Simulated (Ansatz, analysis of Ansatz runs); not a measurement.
## Local vibrational mode of the Ga-H pair in Si (PBE)

How near does this set-up come to the measured local vibrational mode? Subject: Ga-H pair in Si. Set-up: PBE, 64-site cell, measured lattice, 420 eV, k: the single point 1/4 1/4 1/4. The model is a cell of 64 host atoms with Ga put on another atom's site and H put in between. The frequencies come from force constants among the defect atom and its neighbours, with the masses of the isotopes named. The measured lattice removes the functional's error in the volume.

Measured beforehand: Si-H stretch, 1H: 2171 cm⁻¹, by IR absorption (quoted in “Local vibrational modes of impurities in silicon”, 2008, M.D. McCluskey, quoting earlier work (1987)).

Method: plane-wave PAW DFT, PBE; relaxation of all atoms of a defect supercell, in Ansatz 0.2.0.

## (1) The starting structure

The cell holds 65 atoms: 63 Si, 1 Ga and 1 H. Its edges and angles: a = 10.862 Å, b = 10.862 Å, c = 10.862 Å, α = 90.0°, β = 90.0°, γ = 90.0°. It derives from Si (space group Fd-3m). Nearest the centre at fractional (0.346, 0.346, 0.346): H65 at 0.55 Å, Ga8 at 1.00 Å, Si4 at 2.05 Å, Si27 at 2.59 Å, Si49 at 2.59 Å, Si42 at 2.59 Å, Si7 at 3.41 Å, Si6 at 3.41 Å.

The host's primitive cell comes from a first run (plane-wave PAW DFT, PBE; relaxation of the host's atoms at the measured cell): vectors of 3.840, 3.840 and 3.840 Å. That is 20.02 Å³ an atom. The supercell is built on it.

## (2) Relaxation, charge 0

Every later number rests on the structure around the defect, so the atoms are relaxed at the host's lattice first.

File relax/input.yaml:

```yaml
relax:
  f_tol: 0.01
  max_steps: 80
  random_displacement: { amplitude: 0.02, seed: 673 }
crystal:
  lattice:
    - [10.86192, 0.0, 0.0]
    - [0.0, 10.86192, 0.0]
    - [0.0, 0.0, 10.86192]
  atoms:
    - { symbol: Si, position: [0.0, 0.0, 0.25] }
    - { symbol: Si, position: [0.0, 0.25, 0.0] }
    - { symbol: Si, position: [0.25, 0.0, 0.0] }
    - { symbol: Si, position: [0.236715056, 0.236715056, 0.236715056] }
    - { symbol: Si, position: [0.125, 0.125, 0.375] }
    - { symbol: Si, position: [0.125, 0.375, 0.125] }
    - { symbol: Si, position: [0.375, 0.125, 0.125] }
    - { symbol: Ga, position: [0.398918423, 0.398918423, 0.398918423] }
    - { symbol: Si, position: [0.0, 0.0, 0.75] }
    - { symbol: Si, position: [0.0, 0.25, 0.5] }
    - { symbol: Si, position: [0.25, 0.0, 0.5] }
    - { symbol: Si, position: [0.25, 0.25, 0.75] }
    - { symbol: Si, position: [0.125, 0.125, 0.875] }
    - { symbol: Si, position: [0.125, 0.375, 0.625] }
    - { symbol: Si, position: [0.375, 0.125, 0.625] }
    - { symbol: Si, position: [0.375, 0.375, 0.875] }
    - { symbol: Si, position: [0.0, 0.5, 0.25] }
    - { symbol: Si, position: [0.0, 0.75, 0.0] }
    - { symbol: Si, position: [0.25, 0.5, 0.0] }
    - { symbol: Si, position: [0.25, 0.75, 0.25] }
    - { symbol: Si, position: [0.125, 0.625, 0.375] }
    - { symbol: Si, position: [0.125, 0.875, 0.125] }
    - { symbol: Si, position: [0.375, 0.625, 0.125] }
    - { symbol: Si, position: [0.375, 0.875, 0.375] }
    - { symbol: Si, position: [0.0, 0.5, 0.75] }
    - { symbol: Si, position: [0.0, 0.75, 0.5] }
    - { symbol: Si, position: [0.25, 0.5, 0.5] }
    - { symbol: Si, position: [0.25, 0.75, 0.75] }
    - { symbol: Si, position: [0.125, 0.625, 0.875] }
    - { symbol: Si, position: [0.125, 0.875, 0.625] }
    - { symbol: Si, position: [0.375, 0.625, 0.625] }
    - { symbol: Si, position: [0.375, 0.875, 0.875] }
    - { symbol: Si, position: [0.5, 0.0, 0.25] }
    - { symbol: Si, position: [0.5, 0.25, 0.0] }
    - { symbol: Si, position: [0.75, 0.0, 0.0] }
    - { symbol: Si, position: [0.75, 0.25, 0.25] }
    - { symbol: Si, position: [0.625, 0.125, 0.375] }
    - { symbol: Si, position: [0.625, 0.375, 0.125] }
    - { symbol: Si, position: [0.875, 0.125, 0.125] }
    - { symbol: Si, position: [0.875, 0.375, 0.375] }
    - { symbol: Si, position: [0.5, 0.0, 0.75] }
    - { symbol: Si, position: [0.5, 0.25, 0.5] }
    - { symbol: Si, position: [0.75, 0.0, 0.5] }
    - { symbol: Si, position: [0.75, 0.25, 0.75] }
    - { symbol: Si, position: [0.625, 0.125, 0.875] }
    - { symbol: Si, position: [0.625, 0.375, 0.625] }
    - { symbol: Si, position: [0.875, 0.125, 0.625] }
    - { symbol: Si, position: [0.875, 0.375, 0.875] }
    - { symbol: Si, position: [0.5, 0.5, 0.25] }
    - { symbol: Si, position: [0.5, 0.75, 0.0] }
    - { symbol: Si, position: [0.75, 0.5, 0.0] }
    - { symbol: Si, position: [0.75, 0.75, 0.25] }
    - { symbol: Si, position: [0.625, 0.625, 0.375] }
    - { symbol: Si, position: [0.625, 0.875, 0.125] }
    - { symbol: Si, position: [0.875, 0.625, 0.125] }
    - { symbol: Si, position: [0.875, 0.875, 0.375] }
    - { symbol: Si, position: [0.5, 0.5, 0.75] }
    - { symbol: Si, position: [0.5, 0.75, 0.5] }
    - { symbol: Si, position: [0.75, 0.5, 0.5] }
    - { symbol: Si, position: [0.75, 0.75, 0.75] }
    - { symbol: Si, position: [0.625, 0.625, 0.875] }
    - { symbol: Si, position: [0.625, 0.875, 0.625] }
    - { symbol: Si, position: [0.875, 0.625, 0.625] }
    - { symbol: Si, position: [0.875, 0.875, 0.875] }
    - { symbol: H, position: [0.316442, 0.316442, 0.316442] }
basis:
  ecutwfc: 420
  xc_grid: 2
hamiltonian:
  xc: pbe
kpoints:
  mp_grid: { grid: [1, 1, 1], shift: [0.25, 0.25, 0.25] }
scf:
  occupations: { method: fermi_dirac, width: 0.01 }
  max_iter: 120
output:
  forces: true
checkpoint:
  write: "../relax.run"
  compress: false
  write_wavefunctions: true
  write_every: 100000
```

Launch:

```bash
$ ansatz run input.yaml --threads 2 --pin off --max-ram 4710MiB --backend cpu --events-out ev --progress --plain --runs-dir out
```

Numbers of over 12 decimals in the logs are rounded to 6 here.

Log:

```text
[... repeated set-up lines and file paths are left out, and long positions are rounded to six places ...]
Engine: ansatz 0.2.0, aarch64-unknown-linux-gnu
Pseudopotentials: kind: paw
Pseudopotential: Si, paw, valence charge 4, recommended cutoff 420 eV (normal), Si.paw.azcp
Pseudopotential: Ga, paw, valence charge 13, recommended cutoff 420 eV (normal), Ga.paw.azcp
Pseudopotential: H, paw, valence charge 1, recommended cutoff 420 eV (normal), H.paw.azcp
Functional definition: PBE
  parameter kappa = 0.804
  parameter beta = 0.066725
  exchange = pbe_x(kappa = kappa, mu = beta*pi^2/3)
  correlation = pbe_c(beta = beta)
Crystal: 65 atoms, lattice volume = 1281.504 Å³
Basis set: ecut = 420 eV, 25173 PW (Γ), exchange–correlation on 150×150×150 points (8 copies of the dense FFT grid, shifted against one another)
Bands: 198, of which v1, the nominal top of the filled ones, is band 133 counted from 1 (132 counted from 0)
Symmetry: 1 space group operations
k-points: 1
Non-local potential: Si, projectors of the file, l = 0: 2, l = 1: 2, l = 2: 2
Non-local potential: Ga, projectors of the file, l = 0: 2, l = 1: 2, l = 2: 3, l = 3: 1
Non-local potential: H, projectors of the file, l = 0: 2, l = 1: 1
PAW form: soft (Blöchl's): semilocal exchange-correlation on the pseudo side does not see the compensation charge
PAW one-centre angular grid: Si, 110 points (default); XC on 64 Gauss nodes
PAW one-centre angular grid: Ga, 590 points (default); XC on 64 Gauss nodes
PAW one-centre angular grid: H, 110 points (default); XC on 64 Gauss nodes
Initial density: superposition of atomic densities (neutral atoms: chi_scale 0, normalization atom), corrected by the library's trained network
Initial wavefunctions: pseudopotential atomic-orbital guess
Functional: x = pbe(κ = 0.804, μ = 0.219515), c = pbe(β = 0.066725)
SCF iter   1: F=—  HF=-43852.786739 eV  |F-HF|=—  |Δ(HF+E_count)|=         —  Δρ=2.77e-3  dr2=1.00e-1  ethr=1.77e-3  ⟨swp⟩=6.0  Hψ=902  notcnv=0  defer=41
preconditioner: auto → Resta (q_TF=auto, 2.099 Å⁻¹)  ε∞=5.2  [insulator: Δε(μ)=1.071 eV  Ē_g=8.258 eV  σ=0.010 eV  W_gap=1.00  n_scr=202 (ndim 8)  ℏωp=16.9 eV  f_vac=0.000  D(μ)=0.00/eV (n_scr^D=0)  ε∞_Penn≈5.2]
SCF iter   2: F=—  HF=-43852.784733 eV  |F-HF|=—  |Δ(HF+E_count)|=   2.01e-3  Δρ=1.59e-3  dr2=2.71e-2  ethr=3.77e-5  ⟨swp⟩=2.0  Hψ=360  notcnv=0  defer=58
SCF iter   3: F=—  HF=-43852.784683 eV  |F-HF|=—  |Δ(HF+E_count)|=   5.00e-5  Δρ=2.55e-4  dr2=1.56e-3  ethr=1.02e-5  ⟨swp⟩=3.0  Hψ=273  notcnv=0  defer=59
SCF iter   4: F=—  HF=-43852.783895 eV  |F-HF|=—  |Δ(HF+E_count)|=   7.88e-4  Δρ=6.95e-5  dr2=7.66e-5  ethr=5.86e-7  ⟨swp⟩=2.0  Hψ=272  notcnv=0  defer=59
SCF iter   5: F=—  HF=-43852.783954 eV  |F-HF|=—  |Δ(HF+E_count)|=   5.88e-5  Δρ=3.50e-5  dr2=1.53e-5  ethr=2.88e-8  ⟨swp⟩=2.0  Hψ=272  notcnv=0  defer=59
SCF iter   6: F=—  HF=-43852.783949 eV  |F-HF|=—  |Δ(HF+E_count)|=   4.42e-6  Δρ=1.40e-5  dr2=2.05e-6  ethr=9.40e-10  ⟨swp⟩=3.0  Hψ=740  notcnv=0
SCF iter   7: F=-43852.783949 eV  HF=-43852.783949 eV  |F-HF|=1.86e-7  |Δ(HF+E_count)|=   8.16e-7  Δρ=4.09e-6  dr2=1.84e-7  ethr=7.70e-10  ⟨swp⟩=4.0  Hψ=592  notcnv=0
SCF 1 converged in 7 iterations: F = -43852.783949 eV  dr2 = 1.84e-7
  greatest PAW one-centre occupation: 0.994 electrons in one spin orbital (limit 2), on the Ga atom at site 7 (counted from 0), in its partial waves of l = 2
relax step   1: F+E_penalty+E_count = -43852.78394884 eV  Δ(F+E_penalty+E_count) = +0.000e0 eV  max|allowed force component| = 1.254e0 eV/Å  Δτ_max = 0.0000 Å  (7 SCF iters, dr2 threshold 2.50e-6 eV, accepted)
[... the SCF cycles and remarks between the steps are left out from here to the last step ...]
relax step   2: F+E_penalty+E_count = -43853.35740586 eV  Δ(F+E_penalty+E_count) = -5.735e-1 eV  max|allowed force component| = 3.465e-1 eV/Å  Δτ_max = 0.1019 Å  (5 SCF iters, dr2 threshold 9.82e-5 eV, accepted)
relax step   3: F+E_penalty+E_count = -43853.40494849 eV  Δ(F+E_penalty+E_count) = -4.754e-2 eV  max|allowed force component| = 1.166e-1 eV/Å  Δτ_max = 0.0308 Å  (5 SCF iters, dr2 threshold 7.51e-6 eV, accepted)
relax step   4: F+E_penalty+E_count = -43853.40791503 eV  Δ(F+E_penalty+E_count) = -2.967e-3 eV  max|allowed force component| = 4.112e-2 eV/Å  Δτ_max = 0.0197 Å  (5 SCF iters, dr2 threshold 1.04e-6 eV, accepted)
relax step   5: F+E_penalty+E_count = -43853.40844288 eV  Δ(F+E_penalty+E_count) = -5.278e-4 eV  max|allowed force component| = 6.021e-3 eV/Å  Δτ_max = 0.0120 Å  (5 SCF iters, dr2 threshold 1.91e-7 eV, accepted)
relax step   6: F+E_penalty+E_count = -43853.40844289 eV  Δ(F+E_penalty+E_count) = -1.369e-8 eV  max|allowed force component| = 6.010e-3 eV/Å  Δτ_max = 0.0000 Å  (2 SCF iters, accepted)
relax step   7: F+E_penalty+E_count = -43853.40848926 eV  Δ(F+E_penalty+E_count) = -4.637e-5 eV  max|allowed force component| = 8.956e-3 eV/Å  Δτ_max = 0.0027 Å  (4 SCF iters, accepted)
relax step   8: F+E_penalty+E_count = -43853.40857566 eV  Δ(F+E_penalty+E_count) = -8.640e-5 eV  max|allowed force component| = 8.636e-3 eV/Å  Δτ_max = 0.0100 Å  (4 SCF iters, accepted)
relax step   9: F+E_penalty+E_count = -43853.40994042 eV  Δ(F+E_penalty+E_count) = -1.365e-3 eV  max|allowed force component| = 9.313e-2 eV/Å  Δτ_max = 0.1957 Å  (7 SCF iters, accepted)
relax step  10: F+E_penalty+E_count = -43853.41229229 eV  Δ(F+E_penalty+E_count) = -2.352e-3 eV  max|allowed force component| = 8.653e-2 eV/Å  Δτ_max = 0.0096 Å  (3 SCF iters, dr2 threshold 8.06e-6 eV, accepted)
relax step  11: F+E_penalty+E_count = -43853.42536070 eV  Δ(F+E_penalty+E_count) = -1.307e-2 eV  max|allowed force component| = 1.572e-1 eV/Å  Δτ_max = 0.1970 Å  (5 SCF iters, dr2 threshold 6.46e-6 eV, accepted)
relax step  12: F+E_penalty+E_count = -43853.43015474 eV  Δ(F+E_penalty+E_count) = -4.794e-3 eV  max|allowed force component| = 1.078e-1 eV/Å  Δτ_max = 0.1317 Å  (5 SCF iters, dr2 threshold 2.13e-5 eV, accepted)
relax step  13: F+E_penalty+E_count = -43853.43291706 eV  Δ(F+E_penalty+E_count) = -2.762e-3 eV  max|allowed force component| = 8.290e-2 eV/Å  Δτ_max = 0.1774 Å  (5 SCF iters, dr2 threshold 5.46e-6 eV, accepted)
relax step  14: F+E_penalty+E_count = -43853.43484715 eV  Δ(F+E_penalty+E_count) = -1.930e-3 eV  max|allowed force component| = 6.424e-2 eV/Å  Δτ_max = 0.0844 Å  (5 SCF iters, dr2 threshold 3.23e-6 eV, accepted)
relax step  15: F+E_penalty+E_count = -43853.43594438 eV  Δ(F+E_penalty+E_count) = -1.097e-3 eV  max|allowed force component| = 9.513e-3 eV/Å  Δτ_max = 0.0228 Å  (4 SCF iters, dr2 threshold 2.44e-6 eV, accepted)
iter 1 solved again at ethr=2.54e-10 eV; its pass at ethr=3.10e-3 eV (dr2=6.74e-7 eV) is discarded
SCF iter   1: F=—  HF=-43853.435923 eV  |F-HF|=—  |Δ(HF+E_count)|=         —  Δρ=7.83e-6  dr2=6.81e-7  ethr=2.54e-10  ⟨swp⟩=1.0  Hψ=551  notcnv=0  defer=59
SCF iter   2: F=—  HF=-43853.435945 eV  |F-HF|=—  |Δ(HF+E_count)|=   2.17e-5  Δρ=3.47e-6  dr2=1.64e-7  ethr=2.54e-10  ⟨swp⟩=2.0  Hψ=272  notcnv=0  defer=59
SCF iter   3: F=-43853.435945 eV  HF=-43853.435945 eV  |F-HF|=3.71e-8  |Δ(HF+E_count)|=   6.44e-9  Δρ=2.11e-6  dr2=7.33e-8  ethr=3.76e-11  ⟨swp⟩=4.0  Hψ=601  notcnv=0
SCF 16 converged in 3 iterations: F = -43853.435945 eV  dr2 = 7.33e-8
relax step  16: F+E_penalty+E_count = -43853.43594514 eV  Δ(F+E_penalty+E_count) = -7.649e-7 eV  max|allowed force component| = 9.537e-3 eV/Å  Δτ_max = 0.0000 Å  (3 SCF iters, accepted)
NSCF: frozen V_eff on 1 k-points
the band table was solved once a step of the walk had ended and its energy, with any forces and stress, was formed, with the checks that follow a solve (997 applications of the Hamiltonian). They found nothing against the state; [...]
SCF converged after 3 iterations
Free energy (F): -43853.435945 eV
Harris-Foulkes:  -43853.435945 eV  (|F-HF|=3.71e-8)
Internal energy: -43853.435945 eV  (E = F + TS)
E sigma→0 (E₀):  -43853.435945 eV
Fermi energy:    6.575925 eV
--- Per-component energies (eV) ---
  E_band       = 226.925462
  E_kinetic    = 2683.740175
  E_local      = -4559.819689  (includes V_loc(G=0)·N_el)
  E_nonlocal   = 2064.967114
  E_hartree    = 1811.952171
  E_xc         = -3560.387946
  E_vxc        = -3021.500758  (∫ρ·V_xc dr)
  E_paw        = -34293.825820  (= ΣΔE_a)
  E_vpaw       = -564.364373  (= ΣTr[D̂ρ^β])
  E_aug_tail   = -0.000988  (compensation charges beyond the density's cutoff)
  E_ewald      = -8000.060961
  E_smearing   = -0.000000  (= −TS)
  E_closure    = -0.000000  (closes the sum)
  Σ components = -43853.435945   (vs F -43853.435945, Δ=0.00e0)
--- Forces (eV/Å), atoms counted from 1 ---
  atom   1  Si    -0.00031870    -0.00161011    -0.00094700
  atom   2  Si    -0.00140164     0.00352753    -0.00457482
  [... 1 atom left out ...]
  atom   4  Si     0.00307163     0.00335064    -0.00080966
  atom   5  Si    -0.00539822     0.00013421    -0.00380269
  atom   6  Si     0.00303085    -0.00197582     0.00822975
  atom   7  Si     0.00953725    -0.00102324     0.00131956
  atom   8  Ga     0.00054907     0.00552841    -0.00215748
  [... 14 atoms left out ...]
  atom  23  Si     0.00388345     0.00073335    -0.00153800
  [... 3 atoms left out ...]
  atom  27  Si     0.00442239    -0.00232028    -0.00322579
  [... 14 atoms left out ...]
  atom  42  Si     0.00328829    -0.00107713     0.00466602
  [... 6 atoms left out ...]
  atom  49  Si    -0.00661148    -0.00154618    -0.00025678
  [... 15 atoms left out ...]
  atom  65  H      0.00040539    -0.00493767    -0.00265522
  max |Σ_I F_I| component: 2.62e-5 eV/Å
--- Band table (eV) ---
  k-point 0: bands = ["-8.2531", "-8.1298", "-8.1274", "-8.0645", [... 190 left out ...] "10.4204", "10.4632", "10.4829", "10.5531"]
--- Relaxed structure (16 steps of the walk, 16 accepted, 0 SCFs on fresh bases) ---
  F+E_penalty+E_count = -43853.43594514 eV   max|allowed force component| = 9.537e-3 eV/Å
  atoms:
    - { symbol: Si, position: [-0.002919, -0.003782, 0.248344] }
    - { symbol: Si, position: [-0.003178, 0.248238, -0.004227] }
    [... 1 atom left out ...]
    - { symbol: Si, position: [0.233629, 0.235964, 0.235621] }
    - { symbol: Si, position: [0.119922, 0.118784, 0.374794] }
    - { symbol: Si, position: [0.119545, 0.374733, 0.118144] }
    - { symbol: Si, position: [0.380526, 0.125703, 0.125359] }
    - { symbol: Ga, position: [0.400663, 0.394543, 0.394494] }
    [... 14 atoms left out ...]
    - { symbol: Si, position: [0.375183, 0.626053, 0.122637] }
    [... 3 atoms left out ...]
    - { symbol: Si, position: [0.250115, 0.506890, 0.506722] }
    [... 14 atoms left out ...]
    - { symbol: Si, position: [0.505379, 0.241794, 0.504177] }
    [... 6 atoms left out ...]
    - { symbol: Si, position: [0.505707, 0.504496, 0.241954] }
    [... 15 atoms left out ...]
    - { symbol: H, position: [0.267987, 0.334903, 0.331905] }
```

The job ended after 3.5 min (2 threads of Arm Neoverse V2, shared host; peak memory 1.6 GiB).

(Part 1 of 2 ends here.)

[Logs are printed without paths, hosts, clocks, repeated set-up lines and the standing remarks that a program may print on its own settings, such as how far it seeks lower states.]

[Hosts, paths, dates, database ids (printed as entryN), source tags and the programs' standing remarks are cut or masked in the printed files.]

[For some hosts the program warned that the k-mesh of the response run may be too coarse for force constants and the static dielectric constant; such warnings are not shown here.]
